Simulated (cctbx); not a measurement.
# Solving a structure by charge flipping

Cell a = 3.9700 Å, b = 3.9700 Å, c = 9.9570 Å, α = 90.00°, β = 90.00°, γ = 120.00°; space group R-3m (no. 166); content Ta3 In3.

Simulated single-crystal data (cctbx): Cu Kα, λ = 1.54184 Å, to d = 0.8 Å, 70 % of the full sphere, strongest reflection 70000 counts, noise from counting, a 2 % proportional error and a noise floor of 8 counts (s.d.); no absorption.

1 earlier start (other random phases, and plain and normalised amplitudes in turn) led nowhere (symmetry correlation 1.00).

Charge flipping in P1 on plain amplitudes to 0.8 Å, δ = 1.1 σ, 20 % of the reflections treated as weak, 600 cycles:

```text
cycle      R  skewness
    0  0.435    -0.10
   50  0.190     3.45
  100  0.170     3.34
  150  0.196     3.57
  200  0.187     3.34
  250  0.184     3.41
  300  0.185     3.38
  350  0.205     3.62
  400  0.185     3.46
  450  0.178     3.22
  500  0.199     3.36
  550  0.178     3.30
origin shift          correlation  skewness
 0.195  0.825  0.088      0.999      6.54
 0.195  0.825  0.338      0.999      6.89
 0.195  0.825  0.338      0.999      6.89
 0.195  0.825  0.088      0.999      6.54
taken: symmetry correlation 0.999, skewness 6.89
peak      x       y       z  mult  height/sigma
Q1    0.0000  0.0000  0.0000    3     14.5
Q2    0.0000  0.0000  0.5000    3     11.0
Q3    0.0000  0.5000  0.0000    9      0.9
Q4    0.0000  0.5000  0.5000    9      0.7
Q5    0.0000  0.0000  0.3941    6      0.6
Q6    0.0138  0.5069  0.3171   18      0.5
Q7    0.0786  0.1573  0.1206   18      0.5
```

The origin is taken among those within 0.04 of the best correlation, by the skewness of the map.

It took 0.33 s on 1 thread of Arm Neoverse V2, on a shared host, peak memory 0.07 GiB.

**Question.** Which peaks are atoms, and which elements?

Heights go roughly as Z and multiplicities must add up to the content. First model: Q1 = Ta1 (3 in the cell, height 14.5) and Q2 = In1 (3 in the cell, height 11.0). Against the true structure, Q1 is Ta and Q2 is In; the other peaks are not atoms.

Least squares on F², isotropic:

```text
Rint 0.015, 44 unique reflections to 0.80 A
cycle     R1     wR2    GooF  max shift (A)
   1  0.1065  0.2386  20.734   0.00000
   2  0.0080  0.0187   1.622   0.00000
final R1 0.0080 wR2 0.0187 GooF 1.622  parameters 2  data/parameter 22.0
atom        x        y        z      Ueq    occ   su(xyz)  su(Uiso or U11)
Ta1    0.00000  0.00000  0.00000   0.0052  1.000  0.00000  0.0002
In1    0.00000  0.00000  0.50000   0.0066  1.000  0.00000  0.0002
difference map: max 1.33 min -0.61 rms 0.15
Q1    0.0000  0.0000  0.4448    6    1.33  0.55 A from In1
Q2    0.0000  0.0000  0.0533    6    0.88  0.53 A from Ta1
Q3    0.1097  0.2194  0.3543   18    0.24  1.64 A from In1
Q4    0.0000  0.2756  0.5000   18    0.24  1.09 A from In1
Q5    0.0693  0.5346  0.5421   18    0.22  1.54 A from Ta1
```

Anisotropic refinement:

```text
Rint 0.015, 44 unique reflections to 0.80 A
cycle     R1     wR2    GooF  max shift (A)
   1  0.0080  0.0188   1.671   0.00000
   2  0.0035  0.0099   0.881   0.00000
final R1 0.0035 wR2 0.0099 GooF 0.881  parameters 4  data/parameter 11.0
atom        x        y        z      Ueq    occ   su(xyz)  su(Uiso or U11)
Ta1    0.00000  0.00000  0.00000   0.0053  1.000  0.00000  0.0001
In1    0.00000  0.00000  0.50000   0.0068  1.000  0.00000  0.0001
difference map: max 0.22 min -0.29 rms 0.07
Q1    0.0000  0.0000  0.2177    6    0.22  2.17 A from Ta1
Q2    0.1028  0.2056  0.6962   18    0.15  1.61 A from Ta1
Q3    0.0758  0.1515  0.5905   18    0.12  1.04 A from In1
Q4    0.0978  0.1955  0.3171   18    0.12  1.94 A from In1
Q5    0.9811  0.2241  0.1067   36    0.11  1.41 A from Ta1
Q6    0.0000  0.0000  0.0000    3    0.08  0.00 A from Ta1
```

**Reading.** The refinement ends at R1 = 0.0035, wR2 = 0.0099, GooF = 0.88, with difference density between -0.29 and 0.22 e/Å³. Every site matches the true model in element, within 0.001 Å r.m.s., up to an allowed shift of origin.

True model:

| atom | mult. | x | y | z | Ueq (Å²) |
| --- | --- | --- | --- | --- | --- |
| Ta1 | 3 | 1/3 | 2/3 | 1/6 | 0.0052 |
| In1 | 3 | 0 | 0 | 0 | 0.0066 |

This is a model crystal, built by substitution and not relaxed, with assumed displacement parameters.

[Middle refinement cycles are left out of these outputs.]

[Logs are printed without paths, hosts, clocks, repeated set-up lines and the standing remarks that a program may print on its own settings, such as how far it seeks lower states.]
